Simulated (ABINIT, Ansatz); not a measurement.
# CuI (Marshite): changed settings of a GW run in ABINIT

A base run on CuI (Marshite), then changed inputs.

Calculated with ABINIT 10.8.3; PBE and many-body steps on it, plane waves.

The database entry behind the starting cell differs from later determinations by our own check (about 0.15 % long (mineral sample)), so it need not match the best structure at ambient conditions.

In doubt: a PseudoDojo file used here is known to give poor structures and forces, which bears on pressures, cells, forces and phonons.

## (1) The starting structure

It takes space group F-43m (No. 216, cubic). Conventional cell: a = 6.063 Å, b = 6.063 Å, c = 6.063 Å, α = 90.00°, β = 90.00°, γ = 90.00°. Cu has 4 I at 2.63 Å nearest. Nearest to I lie 4 Cu at 2.63 Å. Farther neighbours and most contacts between anions are not listed.

The cell and positions come from the Crystallography Open Database and are kept as given unless a step says otherwise. Spin-orbit coupling is left out unless a step names it.

## (2) Screening, 4×4×4 mesh, 425 bands, screening to 283 eV

This step: ABINIT 10.8.3; RPA screening on PBE, plane waves, norm-conserving pseudopotentials.

The RPA dielectric matrix is built and inverted for each q.

run.abi

```
acell 3*1.0 Angstrom
rprim 
  0.000000000000 3.031500000000 3.031500000000
  3.031500000000 -0.000000000000 3.031500000000
  3.031500000000 3.031500000000 0.000000000000
ntypat 2
znucl 29 53
natom 2
typat 1 2
xred 
  0.250000000000 0.250000000000 0.250000000000
  0.000000000000 0.000000000000 0.000000000000
pp_dirpath "pseudos"
pseudos "Cu.upf, I.upf"
ecut 42
ngkpt 4 4 4
nshiftk 1
shiftk 0 0 0
kptopt 1
chksymbreak 0
istwfk *1
occopt 1
irdwfk 1
optdriver 3
nband 425
ecuteps 10.4
inclvkb 2
awtr 1
symchi 1
indata_prefix "in"
outdata_prefix "out"
tmpdata_prefix "tmp"
```

Launch:

```console
OMP_NUM_THREADS=1 mpirun -n 8 abinit run.abi > log
```

Log:

```text
.Version 10.8.3 of ABINIT. v10.8.2 released Aug 2026.

 Symmetries : space group F-4 3 m (#216); Bravais cF (face-center cubic)
[... echo of the input left out ...]
== DATASET  1 ==================================================================
-   mpi_nproc: 8, omp_nthreads: 1 (-1 if OMP is not activated)

--- !DatasetInfo
iteration_state: {dtset: 1, }
dimensions: {natom: 2, nkpt: 8, mband: 425, nsppol: 1, nspinor: 1, nspden: 1, mpw: 4916, }
cutoff_energies: {ecut:  42.0, pawecutdg:  -1.0, }
electrons: {nelect:   2.60000000E+01, charge:   0.00000000E+00, occopt:   1.00000000E+00, tsmear:   1.00000000E-02, }

 SCREENING: Calculation of the susceptibility and dielectric matrices

 Based on a program developped by R.W. Godby, V. Olevano, G. Onida, and L. Reining.
 Incorporated in ABINIT by V. Olevano, G.-M. Rignanese, and M. Torrent.
.Using double precision arithmetic ; gwpc =  8

[... cell and pseudopotentials left out ...]
--------------------------------------------------------------------------------

 ==== K-mesh for the wavefunctions ====
 Number of points in the irreducible wedge :     8
[... list of points left out ...]
 Together with 24 symmetry operations and time-reversal symmetry
 yields    64 points in the full Brillouin Zone.

 ==== Q-mesh for the screening function ====
 Number of points in the irreducible wedge :     8
[... list of points left out ...]
 Together with 24 symmetry operations and time-reversal symmetry
 yields    64 points in the full Brillouin Zone.

 setmesh: FFT mesh size selected  =    36x   36x   36
          total number of points  =        46656

 vcoul_init : cutoff-mode = AUXILIARY_FUNCTION
 q-points for optical limit:   1
     1)      0.000010    0.000020    0.000030

- screening: taking advantage of time-reversal symmetry
- Maximum band index for partially occupied states nbvw = 13
- Remaining bands to be divided among processors   nbcw = 412
- Number of bands treated by each node ~51

 Number of electrons calculated from density =   26.0000; Expected =   26.0000
 average of density, n =  0.069147
 r_s =    1.5114
 omega_plasma =   25.3655 [eV]

 calculating chi0 at frequencies [eV] :
  1    0.000000E+00    0.000000E+00
  2    0.000000E+00    2.536545E+01

--------------------------------------------------------------------------------
  q-point number  1        q = ( 0.000000, 0.000000, 0.000000) [r.l.u.]
--------------------------------------------------------------------------------
[... chi0 elements left out ...]
 For q-point:  0.000010 0.000020 0.000030
  dielectric constant =  10.2149
  dielectric constant without local fields =  10.9047

  Average fulfillment of the sum rule on Im[epsilon] for q-point    1 :     83.51  [%]
[... wings left out ...]
  q-point number  2        q = ( 0.250000, 0.000000, 0.000000) [r.l.u.]
--------------------------------------------------------------------------------
[... chi0 elements left out ...]
  Average fulfillment of the sum rule on Im[epsilon] for q-point    2 :     90.29  [%]

 [... 6 further q-points ...]
```

The job ended after 4 min (8 MPI ranks of Arm Neoverse V1, shared host; peak memory 4.2 GiB; 32 min of CPU time).

Numbers from this step:

```yaml
eps_infinity_with_local_fields_on_this_mesh_along_the_program_s_q_direction: 10.21
the_same_without_local_fields: 10.90
plasma_frequency: 25.37 eV
plane_waves_in_the_screening_matrix: 609
```

Local fields lower ε∞ by 6 %.

## (3) Base

The self-energy is evaluated for the states that the input lists, and the levels follow from it, in one-shot runs by the linearised quasiparticle equation.

This step: G0W0 on PBE, plane waves, norm-conserving pseudopotentials.

Edit run.abi of step 2 so:

```diff
@@ -23,8 +23,15 @@
 irdwfk 1
-optdriver 3
+optdriver 4
 nband 425
+gwcalctyp 0
+ecutsigx 42
+symsigma 1
+nkptgw 1
+kptgw 
+  0.0000000000 0.0000000000 0.0000000000
+bdgw 
+  11 17
 ecuteps 10.4
-inclvkb 2
-awtr 1
-symchi 1
+irdscr 1
+ppmodel 1
 indata_prefix "in"
```

Log:

```text
.Version 10.8.3 of ABINIT. v10.8.2 released Aug 2026.

 Symmetries : space group F-4 3 m (#216); Bravais cF (face-center cubic)
[... echo of the input left out ...]
== DATASET  1 ==================================================================
-   mpi_nproc: 8, omp_nthreads: 1 (-1 if OMP is not activated)

--- !DatasetInfo
iteration_state: {dtset: 1, }
dimensions: {natom: 2, nkpt: 8, mband: 425, nsppol: 1, nspinor: 1, nspden: 1, mpw: 4916, }
cutoff_energies: {ecut:  42.0, pawecutdg:  -1.0, }
electrons: {nelect:   2.60000000E+01, charge:   0.00000000E+00, occopt:   1.00000000E+00, tsmear:   1.00000000E-02, }

 SIGMA: Calculation of the GW corrections

 Based on a program developped by R.W. Godby, V. Olevano, G. Onida, and L. Reining.
 Incorporated in ABINIT by V. Olevano, G.-M. Rignanese, and M. Torrent.
.Using double precision arithmetic ; gwpc =  8

[... cell and pseudopotentials left out ...]
--------------------------------------------------------------------------------

 ==== K-mesh for the wavefunctions ====
 Number of points in the irreducible wedge :     8
[... list of points left out ...]
 Together with 24 symmetry operations and time-reversal symmetry
 yields    64 points in the full Brillouin Zone.

 ==== Q-mesh for screening function ====
 Number of points in the irreducible wedge :     8
[... list of points left out ...]
 Together with 24 symmetry operations and time-reversal symmetry
 yields    64 points in the full Brillouin Zone.

 vcoul_init : cutoff-mode = AUXILIARY_FUNCTION
 q-points for optical limit:   1
     1)      0.000010    0.000020    0.000030
 setmesh: FFT mesh size selected  =    48x   48x   48
          total number of points  =       110592

 Number of electrons calculated from density =   26.0000; Expected =   26.0000
 average of density, n =  0.069147
 r_s =    1.5114
 omega_plasma =   25.3655 [eV]

 === KS Band Gaps ===
  >>>> For spin  1
   Minimum direct gap =   1.0930 [eV], located at k-point      :   0.0000  0.0000  0.0000
   Fundamental gap    =   1.0930 [eV], Top of valence bands at :   0.0000  0.0000  0.0000
                                       Bottom of conduction at :   0.0000  0.0000  0.0000
 SIGMA fundamental parameters:
 PLASMON POLE MODEL  1
 number of plane-waves for SigmaX                 4909
 number of plane-waves for SigmaC and W            609
 number of plane-waves for wavefunctions          4909
 number of bands                                   425
 number of independent spin polarizations            1
 number of spinorial components                      1
 number of k-points in IBZ                           8
 number of q-points in IBZ                           8
 number of symmetry operations                      24
 number of k-points in BZ                           64
 number of q-points in BZ                           64
 number of frequencies for dSigma/dE                 9
 frequency step for dSigma/dE [eV]                0.25
 number of omega for Sigma on real axis              0
 max omega for Sigma on real axis  [eV]           0.00
 zcut for avoiding poles [eV]                     0.10

 EPSILON^-1 parameters (SCR file):
 dimension of the eps^-1 matrix on file            609
 dimension of the eps^-1 matrix used               609
 number of plane-waves for wavefunctions          4909
 number of bands                                   425
 number of q-points in IBZ                           8
 number of frequencies                               2
 number of real frequencies                          1
 number of imag frequencies                          1

 matrix elements of self-energy operator (all in [eV])

 Perturbative Calculation

--- !SelfEnergy_ee
iteration_state: {dtset: 1, }
kpoint     : [   0.000,    0.000,    0.000, ]
spin       : 1
KS_gap     :    1.093
QP_gap     :    1.569
Delta_QP_KS:    0.476
data: !SigmaeeData |
     Band     E0 <VxcDFT>   SigX SigC(E0)      Z dSigC/dE  Sig(E)    E-E0       E
       11   3.896 -24.676 -30.022   4.811   0.744  -0.344 -25.075  -0.398   3.498
       12   3.896 -24.676 -30.022   4.811   0.744  -0.344 -25.075  -0.398   3.498
       13   3.896 -24.676 -30.022   4.811   0.744  -0.344 -25.075  -0.398   3.498
       14   4.989  -9.943  -5.712  -4.136   0.810  -0.235  -9.865   0.078   5.067
       15   8.755  -9.970  -5.573  -4.272   0.804  -0.244  -9.870   0.100   8.855
       16   8.755  -9.970  -5.573  -4.272   0.804  -0.244  -9.870   0.100   8.855
       17   8.755  -9.970  -5.573  -4.272   0.804  -0.244  -9.870   0.100   8.855

== END DATASET(S) ==============================================================
================================================================================

 -outvars: echo values of variables after computation  --------
           etotal      0.0000000000E+00
            nband         425
             nkpt           8
          spgroup         216
 [... the other variables as echoed above ...]

 Calculation completed.
```

Run time: 55 s. Hardware: 8 MPI ranks; peak memory 4.9 GiB; 7.4 min of CPU time.

Numbers from this step:

- G0W0 gap on the points computed: 1.569 eV
- starting gap on the mesh: 1.093 eV
- k of the valence top: 0, 0, 0
- k of the conduction bottom: 0, 0, 0
- Z at the valence top: 0.744
- Z at the conduction bottom: 0.81
- least direct G0W0 gap on the computed points: 1.569 eV

The gap on the mesh goes from 1.09 eV to 1.57 eV, a correction of +0.48 eV.

## (4) Scissors in G

Edit run.abi of step 3 so:

```diff
@@ -36,2 +36,3 @@
 ppmodel 1
+mbpt_sciss 0.5 eV
 indata_prefix "in"
```

Log:

```text
.Version 10.8.3 of ABINIT. v10.8.2 released Aug 2026.

 Symmetries : space group F-4 3 m (#216); Bravais cF (face-center cubic)
[... echo of the input left out ...]
== DATASET  1 ==================================================================
-   mpi_nproc: 8, omp_nthreads: 1 (-1 if OMP is not activated)

--- !DatasetInfo
iteration_state: {dtset: 1, }
dimensions: {natom: 2, nkpt: 8, mband: 425, nsppol: 1, nspinor: 1, nspden: 1, mpw: 4916, }
cutoff_energies: {ecut:  42.0, pawecutdg:  -1.0, }
electrons: {nelect:   2.60000000E+01, charge:   0.00000000E+00, occopt:   1.00000000E+00, tsmear:   1.00000000E-02, }

 SIGMA: Calculation of the GW corrections

 Based on a program developped by R.W. Godby, V. Olevano, G. Onida, and L. Reining.
 Incorporated in ABINIT by V. Olevano, G.-M. Rignanese, and M. Torrent.
.Using double precision arithmetic ; gwpc =  8

[... cell and pseudopotentials left out ...]
--------------------------------------------------------------------------------

 ==== K-mesh for the wavefunctions ====
 Number of points in the irreducible wedge :     8
[... list of points left out ...]
 Together with 24 symmetry operations and time-reversal symmetry
 yields    64 points in the full Brillouin Zone.

 ==== Q-mesh for screening function ====
 Number of points in the irreducible wedge :     8
[... list of points left out ...]
 Together with 24 symmetry operations and time-reversal symmetry
 yields    64 points in the full Brillouin Zone.

 vcoul_init : cutoff-mode = AUXILIARY_FUNCTION
 q-points for optical limit:   1
     1)      0.000010    0.000020    0.000030
 setmesh: FFT mesh size selected  =    48x   48x   48
          total number of points  =       110592

 Number of electrons calculated from density =   26.0000; Expected =   26.0000
[...]
number of frequencies for dSigma/dE                 9
 frequency step for dSigma/dE [eV]                0.25
 number of omega for Sigma on real axis              0
 max omega for Sigma on real axis  [eV]           0.00
 zcut for avoiding poles [eV]                     0.10
 scissor energy [eV]                              0.50

 EPSILON^-1 parameters (SCR file):
 dimension of the eps^-1 matrix on file            609
 dimension of the eps^-1 matrix used               609
 number of plane-waves for wavefunctions          4909
 number of bands                                   425
 number of q-points in IBZ                           8
 number of frequencies                               2
 number of real frequencies                          1
 number of imag frequencies                          1

 matrix elements of self-energy operator (all in [eV])

 Perturbative Calculation

--- !SelfEnergy_ee
iteration_state: {dtset: 1, }
kpoint     : [   0.000,    0.000,    0.000, ]
spin       : 1
KS_gap     :    1.093
QP_gap     :    1.633
Delta_QP_KS:    0.540
data: !SigmaeeData |
     Band     E0 <VxcDFT>   SigX SigC(E0)      Z dSigC/dE  Sig(E)    E-E0       E
       11   3.896 -24.676 -30.022   4.834   0.745  -0.342 -25.058  -0.381   3.515
       12   3.896 -24.676 -30.022   4.834   0.745  -0.342 -25.058  -0.381   3.515
       13   3.896 -24.676 -30.022   4.834   0.745  -0.342 -25.058  -0.381   3.515
       14   4.989  -9.943  -5.712  -4.152   0.811  -0.234  -9.784   0.159   5.148
       15   8.755  -9.970  -5.573  -4.287   0.805  -0.243  -9.784   0.185   8.941
       16   8.755  -9.970  -5.573  -4.287   0.805  -0.243  -9.784   0.185   8.941
       17   8.755  -9.970  -5.573  -4.287   0.805  -0.243  -9.784   0.185   8.941

== END DATASET(S) ==============================================================
================================================================================

 -outvars: echo values of variables after computation  --------
           etotal      0.0000000000E+00
            nband         425
             nkpt           8
          spgroup         216
 [... the other variables as echoed above ...]

 Calculation completed.
```

The job ended after 56 s (8 MPI ranks; peak memory 4.9 GiB).

Numbers from this step:

```yaml
g0w0_gap_on_the_points_computed: 1.633 eV
starting_gap_on_the_mesh: 1.093 eV
k_of_the_valence_top: 0, 0, 0
k_of_the_conduction_bottom: 0, 0, 0
z_at_the_valence_top: 0.745
z_at_the_conduction_bottom: 0.811
least_direct_g0w0_gap_on_the_computed_points: 1.633 eV
```

## (5) More bands than the file holds

Edit run.abi of step 4 so:

```diff
@@ -24,3 +24,3 @@
 optdriver 4
-nband 425
+nband 3075
 gwcalctyp 0
@@ -36,3 +36,2 @@
 ppmodel 1
-mbpt_sciss 0.5 eV
 indata_prefix "in"
```

Log:

```text
.Version 10.8.3 of ABINIT. v10.8.2 released Aug 2026.

 Symmetries : space group F-4 3 m (#216); Bravais cF (face-center cubic)
================================================================================
 Values of the parameters that define the memory need of the present run
     intxc =       0    ionmov =       0      iscf =       7    lmnmax =       6
     lnmax =       6     mgfft =      48  mpssoang =       3    mqgrid =    3001
     natom =       2  nloc_mem =       1    nspden =       1   nspinor =       1
    nsppol =       1      nsym =      24    n1xccc =    2501    ntypat =       2
    occopt =       1   xclevel =       2
-    mband =        3075        mffmem =           1         mkmem =           1
       mpw =        4916          nfft =      110592          nkpt =           8
================================================================================
  Rough estimation (10% accuracy) of disk space for files :
================================================================================

--------------------------------------------------------------------------------
------------- Echo of variables that govern the present computation ------------
--------------------------------------------------------------------------------
 -outvars: echo values of preprocessed input variables --------
            acell      1.8897261259E+00  1.8897261259E+00  1.8897261259E+00 Bohr

             bdgw          11      17
      chksymbreak           0
             ecut      4.20000000E+01 Hartree
          ecuteps      1.04000000E+01 Hartree
         ecutsigx      4.20000000E+01 Hartree
          ecutwfn      4.20000000E+01 Hartree
-          fftalg         312
           irdscr           1
           irdwfk           1

              ixc     -101130
[...]
SIGMA: Calculation of the GW corrections

 Based on a program developped by R.W. Godby, V. Olevano, G. Onida, and L. Reining.
 Incorporated in ABINIT by V. Olevano, G.-M. Rignanese, and M. Torrent.
.Using double precision arithmetic ; gwpc =  8

 Real(R)+Recip(G) space primitive vectors, cartesian coordinates (Bohr,Bohr^-1):
 R(1)=  0.0000000  5.7287048  5.7287048  G(1)= -0.0872798  0.0872798  0.0872798
 R(2)=  5.7287048  0.0000000  5.7287048  G(2)=  0.0872798 -0.0872798  0.0872798
 R(3)=  5.7287048  5.7287048  0.0000000  G(3)=  0.0872798  0.0872798 -0.0872798
 Unit cell volume ucvol=  3.7600993E+02 bohr^3
 Angles (23,13,12)=  6.00000000E+01  6.00000000E+01  6.00000000E+01 degrees

--- Pseudopotential description ------------------------------------------------
- Cu Generated using ONCVPSP code by D. R. Hamann
- 29.00000  19.00000  171031                  znucl, zion, pspdat
12 -101130 2 -1 1492                          pspcod,pspxc,lmax,lloc,mmax
     nproj     2     2     2
  pspatm : epsatm=   21.66068635
         --- l  ekb(1:nproj) -->
[...]
pspatm: atomic psp has been read  and splines computed

- I Generated using ONCVPSP code by D. R. Hamann
- 53.00000   7.00000  171031                  znucl, zion, pspdat
12 -101130 2 -1 1196                          pspcod,pspxc,lmax,lloc,mmax
     nproj     2     2     2
  pspatm : epsatm=   19.17056757
         --- l  ekb(1:nproj) -->
[...]
1    4.011347    0.742302
             2    4.134838    0.711910
 pspatm: atomic psp has been read  and splines computed

   1.06161260E+03                                ecore*ucvol(ha*bohr**3)
--------------------------------------------------------------------------------

--- !ERROR
message: |
    Number of bands stored WFK file is less than required.
    WFK mband: 1033, self-energy nband: 3075

--- !ERROR
message: |
    Number of bands stored WFK file is less than required.
    WFK mband: 1033, self-energy nband: 3075

--- from the log ---
Number of bands stored WFK file is less than required.
    WFK mband: 1033, self-energy nband: 3075
```

Elapsed: 2.3 s, on 8 MPI ranks; peak memory 0.06 GiB.

The run stopped with an error after 2.3 s.

The program's words: Number of bands stored WFK file is less than required. WFK mband: 1033, self-energy nband: 3075

The fault put into this input: more bands than the file holds.

## (6) The runs together

Times are wall times on 8 MPI ranks of Arm Neoverse V1, shared host, good to a factor of about two. A run's time includes the screening step that it read.

```csv
run,mesh,bands,screening cutoff (eV),DFT gap (eV),gap on the mesh (eV),direct (eV),ε∞ used,time
base,4×4×4,425,283,1.093,1.569,1.569,10.21,4.9 min
scissors in G,4×4×4,425,283,1.093,1.633,1.633,10.21,4.9 min
```

## (7) Summary of results

| Quantity | Value |
| --- | --- |
| base | 1.569 eV |
| scissors in G | 1.633 eV |
| known limits | not at the basis limit; d shell near the gap, gap tends to lie low; no spin-orbit coupling |

In words: Scissors in G: +0.064 eV against base (keys changed: mbpt_sciss). Bands and cutoff are finite, so the gap is not at the basis limit. The miss can reach some tenths of an eV and take either sign; the mesh is an error of its own. In the first G0W0 run levels were corrected at 1 k point alone, so a gap called «on the mesh» is the least over those, and an edge elsewhere would be missed. A d shell, filled or nearly so, lies near the gap. One-shot GW converges very slowly in bands there, not always from below, and on a semilocal start the gap tends to come out low; starts rich in exact exchange can overshoot instead. The many-body steps are scalar-relativistic: spin-orbit coupling is not in them.

[Paths, hosts, dates, memory and timing lines, banners, echoed tables and standing remarks are left out of the program output.]

[Logs are printed without paths, hosts, clocks, repeated set-up lines and the standing remarks that a program may print on its own settings, such as how far it seeks lower states.]

[Runs of the session that timed out or met a known fault of the program may be left out.]

[No measured gap is set beside runs whose start may be inverted or whose files or cutoffs have a known fault.]

[Hosts, paths, dates, database ids (printed as entryN), source tags and the programs' standing remarks are cut or masked in the printed files.]

[G0W0 gaps are taken among the corrected bands and points alone; a level outside them can change the order at an edge.]

[Where Ansatz stands beside ABINIT at settings called matched, ABINIT's density can come from a denser mesh and the files from another edition; pairs whose starting gaps differed by over 0.03 eV were left out, so agreement reads better than it is.]
